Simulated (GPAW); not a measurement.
# Li/Cu(100) in an electric field, part 2 of 2

Aim: the dipole that a field along the normal induces in Li/Cu(100).

GPAW 26.7.0; GPAW, PAW setups; slab in vacuum, relaxation (the session's first sound run).

So far. Step 5 (Field on): The dipole is now -0.00492 e Å, against 0.035 in the run without a field. Step 8 (In a field): The dipole is now 0.0756 e Å, against 0.035 in the run without a field.

### 9. In a field (continued)

The electrostatic potential energy of an electron (without an applied field's), less the Fermi level, planar mean oscillates, so the rows of the table below give means over windows of 1.88 Å about each position, cut where the curve ends. Its maxima inside the range that stand out by 2 % of the span (Å: eV): 0.8: 5.62, 7.9: -1.03, 9.8: -1.08, 11.6: -1.42, 13.5: -0.571. Its minima: 7.0: -15.1, 8.8: -15.7, 10.6: -16.0, 12.6: -16.2, 14.4: -5.42.

Electrostatic potential energy of an electron (without an applied field's), less the Fermi level, planar mean against z; means over each step:

```tsv
z (Å)	electrostatic potential energy of an electron (without an applied field's), less the Fermi level, planar mean (eV)
0.94	5.46
2.82	5.61
4.70	5.36
6.58	-5.27
8.46	-7.45
10.34	-7.65
12.22	-7.97
14.10	-2.94
15.98	1.11
17.86	2.37
19.74	2.40
```

The dipole is now 0.116 e Å, against 0.035 in the run without a field.

### 10. In a field

Input file run.py:

```python
import json
import numpy as np
from ase import Atoms
from gpaw import GPAW, PW
from gpaw.external import ConstantElectricField

slab = Atoms(
    ['Cu', 'Cu', 'Cu', 'Cu', 'Li'],
    positions=[
        [1.27633, 1.27633, 7.00000],
        [0.00000, 0.00000, 8.80500],
        [1.27633, 1.27633, 10.65274],
        [0.00000, 0.00000, 12.50492],
        [1.27633, 1.27633, 14.38891]],
    cell=[[2.55266, 0.0, 0.0], [0.0, 2.55266, 0.0], [0.0, 0.0, 21.46314]],
    pbc=[True, True, False])

slab.calc = GPAW(mode=PW(400), xc='PBE', kpts={'size': (12, 12, 1), 'gamma': True},
                 occupations={'name': 'fermi-dirac', 'width': 0.1}, nbands='300%',
                 convergence={'density': 1e-05}, maxiter=200,
                 poissonsolver={'dipolelayer': 'xy'},
                 external=ConstantElectricField(0.3, [0, 0, 1]),
                 symmetry={'tolerance': 1e-3}, txt='slab.txt')
result = {}
energy = slab.get_potential_energy()
fermi = slab.calc.get_fermi_level()
v = slab.calc.get_electrostatic_potential().mean((0, 1)) - fermi
n = slab.calc.get_pseudo_density().mean((0, 1))
L = slab.cell[2, 2]
z = np.arange(len(v)) * L / len(v)
low, high = slab.positions[:, 2].min(), slab.positions[:, 2].max()
below, above = np.interp([low - 4.8, high + 4.8], z, v)
slopes = [np.interp(x, z, np.gradient(v, z)) for x in (low - 4.8, high + 4.8)]
eps = np.array([[slab.calc.get_eigenvalues(k, s) for k in range(len(slab.calc.get_ibz_k_points()))]
                for s in range(slab.calc.get_number_of_spins())]) - fermi
top, bottom = eps[eps < 0].max(), eps[eps > 0].min()
dipole = slab.get_dipole_moment()[2]
print(f'energy {energy:.4f} eV, Fermi level {fermi:.4f} eV, dipole {dipole:.5f} e A')
print(f'potential 4.8 A off the faces, from the Fermi level: lower {below:.4f} eV, upper {above:.4f} eV')
print(f'slope of the potential there: lower {slopes[0]:.5f}, upper {slopes[1]:.5f} eV/A')
print(f'nearest levels on the mesh: {top:.4f} and {bottom:.4f} eV')
print('magnetic moment', round(slab.get_magnetic_moment(), 3))
result.update(energy=energy, fermi=fermi, dipole=dipole, below=below, above=above, slopes=slopes, edges=[top, bottom],
              z=z.tolist(), v=v.tolist(), n=n.tolist(), positions=slab.positions.tolist(),
              forces=slab.get_forces(apply_constraint=False).tolist(), moments=slab.get_magnetic_moments().tolist())
json.dump(result, open('result.json', 'w'))
```

On the command line:

```
> OMP_NUM_THREADS=1 OPENBLAS_NUM_THREADS=1 python run.py
```

What it wrote:

```text
energy -15.2473 eV, Fermi level 0.6967 eV, dipole 0.15574 e A
potential 4.8 A off the faces, from the Fermi level: lower 6.1513 eV, upper 1.8260 eV
slope of the potential there: lower -0.00116, upper 0.00196 eV/A
nearest levels on the mesh: -0.0066 and 0.0039 eV
magnetic moment 0.0
```

Elapsed: 9.3 min, on 1 thread of Arm Neoverse V1, shared host; peak memory 0.43 GiB.

The electrostatic potential energy of an electron (without an applied field's), less the Fermi level, planar mean oscillates, so the rows of the table below give means over windows of 1.88 Å about each position, cut where the curve ends. Its maxima inside the range that stand out by 2 % of the span (Å: eV): 0.8: 6.15, 7.9: -0.755, 9.8: -0.988, 11.6: -1.51, 13.5: -0.850. Its minima: 7.0: -14.7, 8.8: -15.5, 10.6: -16.0, 12.6: -16.4, 14.4: -5.79.

The electrostatic potential energy of an electron (without an applied field's), less the Fermi level, planar mean by z; means over each step:

z (Å), electrostatic potential energy of an electron (without an applied field's), less the Fermi level, planar mean (eV) and a bar from the least value:
```
     0.94        5.9 ##############################
     2.82        6.1 ##############################
     4.70        5.9 #############################
     6.58       -4.9 #######
     8.46       -7.2 ##
    10.34       -7.6 #
    12.22       -8.1 
    14.10       -3.3 ##########
    15.98        0.6 ##################
    17.86        1.8 #####################
    19.74        1.8 #####################
```

The dipole is now 0.156 e Å, against 0.035 in the run without a field.

### 11. The series

The members are put on one axis.

This step: induced dipole against applied field (GPAW 26.7.0).

Table of dipole along the normal by field:

```tsv
field (V/Å)	dipole along the normal (e·Å)
-0.200	-0.0453
-0.100	-0.00492
-0.050	0.0152
0.000	0.0354
0.050	0.0555
0.100	0.0756
0.200	0.116
0.300	0.156
```

### 12. A changed run

One more run, with changed settings.

This step: GPAW, PAW setups; slab in vacuum (GPAW 26.7.0).

Edit run.py of step 10 so:

```diff
@@ -4,3 +4,2 @@
 from gpaw import GPAW, PW
-from gpaw.external import ConstantElectricField
 
@@ -19,5 +18,4 @@
                  occupations={'name': 'fermi-dirac', 'width': 0.1}, nbands='300%',
-                 convergence={'density': 1e-05}, maxiter=200,
+                 convergence={'density': 1e-05}, maxiter=3,
                  poissonsolver={'dipolelayer': 'xy'},
-                 external=ConstantElectricField(0.3, [0, 0, 1]),
                  symmetry={'tolerance': 1e-3}, txt='slab.txt')
```

What it wrote:

```text
gpaw.KohnShamConvergenceError
```

The job ended after 25 s (1 thread; peak memory 0.24 GiB).

No converged result was reached; the numbers in the log don't describe the system.

The fault put into the input: too few SCF iterations (maxiter = 3).

### 13. Summary of results

| Quantity | Value |
| --- | --- |
| work function, upper and lower face | 3.574 and 4.558 eV |
| dipole along the normal | 0.0354 e Å |
| induced dipole per field | 0.402 e Å per V/Å |
| out-of-plane polarisability per area, α/(ε0 A) | 11.2 Å |

**Reading.** The field induces 0.402 e Å per V/Å, a polarisable thickness α/(ε0 A) of 11.2 Å beside 7.39 Å between the outermost nuclei. A perfect conductor would give the distance between its two image planes; a dielectric of thickness t gives t(1 - 1/ε). The two faces differ by 0.98 eV, the step that the slab's dipole makes (e p/(ε0 A) gives 0.98 eV), so the dipole layer is needed. The induced dipole is linear in the field over this range. The cell of 6.52 Å² holds one Li, started on one chosen site; other sites and coverages weren't tried. The in-plane lattice was kept as typed, which isn't the functional's own and leaves some strain; spin-orbit coupling and temperature are left out.

[Logs are printed without paths, hosts, clocks, repeated set-up lines and the standing remarks that a program may print on its own settings, such as how far it seeks lower states.]

[Hosts, paths, dates, database ids (printed as entryN), source tags and the programs' standing remarks are cut or masked in the printed files.]
